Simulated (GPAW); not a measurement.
# Polarising Li/Pd(100) with a field along the normal

The dipole of the cell at several fields, atoms fixed. What does the strongest field give, and what length does the slope stand for?

Set-up. GPAW 26.7.0, plane waves (400 eV), PAW setups, PBE, 11×11 mesh, a dipole layer in the vacuum; geometry relaxed without an applied field with GPAW. The cell's area is 7.57 Å², and e/ε0 = 180.95 V Å.

Results, with one row withheld:

| field (V/Å) | dipole (e Å) |
| --- | --- |
| −0.2 | −0.0270 |
| −0.1 | 0.0230 |
| −0.05 | 0.0480 |
| 0.05 | 0.0979 |
| 0.1 | 0.1227 |
| 0.2 | ? |

Q: What is the dipole at 0.2 V/Å?

A: A line through the 5 points has the slope α = 0.499 e Å per V/Å and the intercept p₀ = 0.0729 e Å (r.m.s. residual 6.7e−05). At 0.2 V/Å it gives p = 0.0729 + 0.499 × 0.2 = 0.1727 e Å; the run gives 0.1722 e Å, so the response stays linear to 0.5 % of the induced part. Dividing by ε0 and the area: α/(ε0 A) = 0.499 × 180.95 / 7.57 = 11.94 Å, against 8.03 Å between the outer nuclei.

Caveats: This is the electronic response alone; ions that move would add to it in polar layers. No run was spin-polarised, so magnetic states weren't tested.
